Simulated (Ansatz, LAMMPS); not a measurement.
# Li+ triflate in propylene carbonate and dimethoxyethane at 370 K (166 atoms): a single point, part 2 of 2

Aim: energy, forces, charges and density of states of Li+ triflate in propylene carbonate and dimethoxyethane at 370 K (166 atoms) at a fixed geometry.

Ansatz 0.2.0; Kohn-Sham DFT, LDA, PAW (set soft_2), plane waves.

The cell: 42 C, 30 O, 84 H, 2 S, 6 F and 2 Li. The network of contacts between molecules at the start is that of the classical potential that made the cell. The functional has no dispersion term. The density was typed from a rule of thumb and may lie off the real one at this temperature. Sampling is at Γ alone, for a cell whose shortest periodic width is 12 Å.

So far. Step 3 (Plane-wave single point): Mean intrinsic-atomic-orbital charges: C -0.12, F -0.27, H +0.18, Li +0.75, O -0.49, S +2.24 e.

**4. Distances and neighbours**

Bonds and neighbours are counted at the geometry of the runs.

Density 1.08 g/cm³, 11.68 Å³ an atom.

Pair distribution functions g(r), in bins of 0.2 Å:

| r (Å) | total | H-H | H-C | H-O | H-F | H-Li | H-S |
| --- | --- | --- | --- | --- | --- | --- | --- |
| 1.00 | 2.37 | 0.00 | 9.25 | 0.00 | 0.00 | 0.00 | 0.00 |
| 1.20 | 1.71 | 0.00 | 6.10 | 0.00 | 0.00 | 0.00 | 0.00 |
| 1.40 | 1.57 | 0.00 | 0.00 | 0.00 | 0.00 | 0.00 | 0.00 |
| 1.60 | 0.47 | 0.91 | 0.00 | 0.00 | 0.00 | 0.00 | 0.00 |
| 1.80 | 0.93 | 3.45 | 0.00 | 0.00 | 0.00 | 0.00 | 0.00 |
| 2.00 | 0.99 | 0.22 | 0.57 | 3.67 | 0.37 | 0.00 | 0.00 |
| 2.20 | 1.31 | 0.68 | 1.83 | 1.54 | 0.62 | 0.00 | 0.00 |
| 2.40 | 0.82 | 1.21 | 0.37 | 0.36 | 1.06 | 0.00 | 0.00 |
| 2.60 | 1.05 | 1.17 | 1.33 | 1.19 | 0.45 | 0.00 | 0.00 |
| 2.80 | 0.76 | 1.00 | 0.62 | 1.06 | 0.60 | 0.00 | 0.00 |
| 3.00 | 0.67 | 1.07 | 0.49 | 0.58 | 0.34 | 2.09 | 0.50 |
| 3.20 | 0.75 | 0.85 | 0.87 | 0.87 | 0.75 | 1.33 | 0.00 |
| 3.40 | 0.79 | 0.79 | 0.93 | 0.77 | 0.80 | 1.21 | 0.40 |
| 3.60 | 0.97 | 1.23 | 0.93 | 0.70 | 1.19 | 1.73 | 0.73 |
| 3.80 | 0.99 | 0.98 | 1.18 | 0.83 | 0.72 | 2.60 | 0.62 |
| 4.00 | 0.91 | 0.80 | 1.06 | 0.67 | 0.86 | 0.57 | 1.77 |
| 4.20 | 0.95 | 0.96 | 0.94 | 1.02 | 1.06 | 0.52 | 1.32 |
| 4.40 | 1.10 | 1.19 | 1.04 | 1.14 | 1.12 | 0.25 | 1.67 |
| 4.60 | 1.09 | 1.10 | 0.96 | 1.40 | 0.87 | 1.31 | 0.42 |
| 4.80 | 1.06 | 1.03 | 1.04 | 1.19 | 0.81 | 0.39 | 1.00 |
| 5.00 | 1.02 | 0.82 | 1.06 | 1.19 | 0.91 | 0.73 | 1.82 |
| 5.20 | 0.96 | 0.94 | 0.91 | 0.83 | 1.64 | 0.50 | 1.02 |
| 5.40 | 1.02 | 1.01 | 1.03 | 1.02 | 0.84 | 0.81 | 1.26 |
| 5.60 | 1.11 | 0.95 | 1.09 | 1.09 | 1.36 | 1.33 | 1.60 |
| 5.80 | 1.06 | 1.00 | 1.10 | 0.96 | 0.78 | 1.90 | 1.22 |
| 6.00 | 1.02 | 1.00 | 0.93 | 0.97 | 0.98 | 1.41 | 2.04 |

Bonds by pair of elements; cutoffs follow the first minimum of g(r), held within bounds set by covalent radii, and pairs that aren't listed don't count as bonded:

| pair A-B | cutoff (Å) | bonds | mean length (Å) | spread (Å) | shortest (Å) | B about A | A about B |
| --- | --- | --- | --- | --- | --- | --- | --- |
| H-C | 1.34 | 84 | 1.10 | 0.036 | 1.02 | 1 | 2 |
| C-C | 1.82 | 14 | 1.52 | 0.046 | 1.44 | 0.667 | 0.667 |
| C-O | 1.73 | 44 | 1.39 | 0.065 | 1.21 | 1.05 | 1.47 |
| C-F | 1.62 | 6 | 1.37 | 0.016 | 1.35 | 0.143 | 1 |
| C-S | 2.21 | 2 | 1.83 | 0.026 | 1.80 | 0.048 | 1 |
| O-Li | 2.33 | 8 | 2.00 | 0.071 | 1.84 | 0.267 | 4 |
| O-S | 1.88 | 6 | 1.46 | 0.019 | 1.44 | 0.2 | 3 |

How many atoms have how many bonded neighbours:

| element | mean | 1 | 2 | 3 | 4 |
| --- | --- | --- | --- | --- | --- |
| C | 3.90 | 0 | 0 | 4 | 38 |
| F | 1 | 6 | 0 | 0 | 0 |
| H | 1 | 84 | 0 | 0 | 0 |
| Li | 4 | 0 | 0 | 0 | 2 |
| O | 1.93 | 6 | 20 | 4 | 0 |
| S | 4 | 0 | 0 | 0 | 2 |

Bond angles, per cent of each kind in bins of 5°:

| angle (°) | H-C-O | H-C-H | C-C-H | C-C-O | C-O-C |
| --- | --- | --- | --- | --- | --- |
| 90–95 | 0.0 | 3.1 | 0.0 | 0.0 | 0.0 |
| 95–100 | 1.4 | 7.8 | 1.9 | 4.2 | 5.0 |
| 100–105 | 11.1 | 9.4 | 11.5 | 25.0 | 5.0 |
| 105–110 | 41.7 | 39.1 | 23.1 | 29.2 | 55.0 |
| 110–115 | 33.3 | 34.4 | 46.2 | 33.3 | 35.0 |
| 115–120 | 12.5 | 4.7 | 13.5 | 8.3 | 0.0 |
| 120–125 | 0.0 | 1.6 | 3.9 | 0.0 | 0.0 |

Bond angles (no mean is given where the spread exceeds 20°):

| angle | count | mean (°) | spread (°) |
| --- | --- | --- | --- |
| H-C-O | 72 | 110 | 4.4 |
| H-C-H | 64 | 108 | 5.7 |
| C-C-H | 52 | 111 | 5 |
| C-C-O | 24 | 108 | 5.5 |
| C-O-C | 20 | 109 | 3.6 |

Bond length by coordination (bonds to H left out):

| element | coordination | atoms | mean bond length (Å) |
| --- | --- | --- | --- |
| C | 3 | 4 | 1.31 |
| C | 4 | 38 | 1.47 |
| O | 1 | 6 | 1.38 |
| O | 2 | 20 | 1.46 |
| O | 3 | 4 | 1.61 |

Rings of the network by King's shortest-path rule, up to 12 atoms, one path for each pair of neighbours; H, halogens, alkali and alkaline-earth atoms are left out, and the last column divides by all other atoms, bonded or not:

| ring size (atoms) | rings | per network atom |
| --- | --- | --- |
| 5 | 4 | 0.054 |

Counting bonds as in the table, 90 % of C atoms have 4, all F atoms have 1, all H atoms have 1 and all Li atoms have 4 bonded neighbours. The H-C-O angle averages 110° with a spread of 4°. All rings counted have 5 atoms.

A closer look about C19, which bears the longest force: 11 atoms, nearest first, numbered in the order of the input, with positions taken from that point.

| atom | x | y | z | distance (Å) | bonds | intrinsic-atomic-orbital charge (e) | Fx | Fy | Fz (eV/Å) |
| --- | --- | --- | --- | --- | --- | --- | --- | --- | --- |
| C19 | 0.00 | 0.00 | 0.00 | 0.00 | 4 | -0.17 | 3.12 | -3.49 | -0.94 |
| H27 | -0.43 | 0.80 | -0.48 | 1.03 | 1 | 0.19 | -0.86 | 2.53 | -1.19 |
| H26 | -0.54 | -0.22 | 0.88 | 1.06 | 1 | 0.19 | -0.69 | -0.39 | 1.47 |
| O18 | -0.13 | -1.13 | -0.88 | 1.44 | 3 | -0.40 | 1.61 | 0.21 | 0.49 |
| C20 | 1.53 | 0.19 | 0.27 | 1.56 | 4 | -0.17 | -1.50 | -1.73 | -1.12 |
| H28 | 1.50 | 0.75 | 1.17 | 2.04 | 1 | 0.20 | 0.81 | 0.56 | 1.59 |
| H29 | 2.00 | 0.76 | -0.50 | 2.20 | 1 | 0.18 | 0.29 | 0.75 | -0.84 |
| C17 | -1.43 | -1.41 | -1.18 | 2.33 | 4 | -0.35 | -0.36 | -0.83 | 0.47 |
| H24 | -2.06 | -1.19 | -0.33 | 2.41 | 1 | 0.19 | -0.61 | -0.72 | 1.42 |
| O21 | 2.25 | -1.06 | 0.33 | 2.51 | 3 | -0.39 | -2.35 | 0.66 | 0.37 |
| H23 | -1.79 | -0.61 | -1.76 | 2.58 | 1 | 0.17 | -0.80 | 1.03 | -2.25 |

The column of bonds counts only the pairs H-C within 1.34 Å, C-C within 1.82 Å, C-O within 1.73 Å, C-F within 1.62 Å, C-S within 2.21 Å, O-Li within 2.33 Å, O-S within 1.88 Å; other neighbours, such as metal atoms beside each other in a compound, aren't counted, and periodic images can show an atom twice.

**5. What came out**

| Quantity | Value |
| --- | --- |
| free energy per atom | -211.1870 eV/atom |
| pressure | -0.9249 GPa |
| r.m.s. force component | 1.121 eV/Å |
| gap (highest filled to lowest empty level) | 3.883 eV |
| wall time of the 1 DFT run | 7.7 s |

Between filled and empty levels lie 3.88 eV (at Γ alone); a local or semilocal functional tends to put such gaps too low. In a disordered cell it changes from sample to sample and from frame to frame. Counting bonds as in the table, 90 % of C atoms have 4, all F atoms have 1, all H atoms have 1 and all Li atoms have 4 bonded neighbours.

Caveats: The force components of 1.1 eV/Å r.m.s. reflect the temperature of the frame as well as the gap between the generating potential and DFT, above all in bond lengths inside molecules. The pressure of a single frame lacks the kinetic term.

[Hosts, paths, dates, database ids (printed as entryN), source tags and the programs' standing remarks are cut or masked in the printed files.]
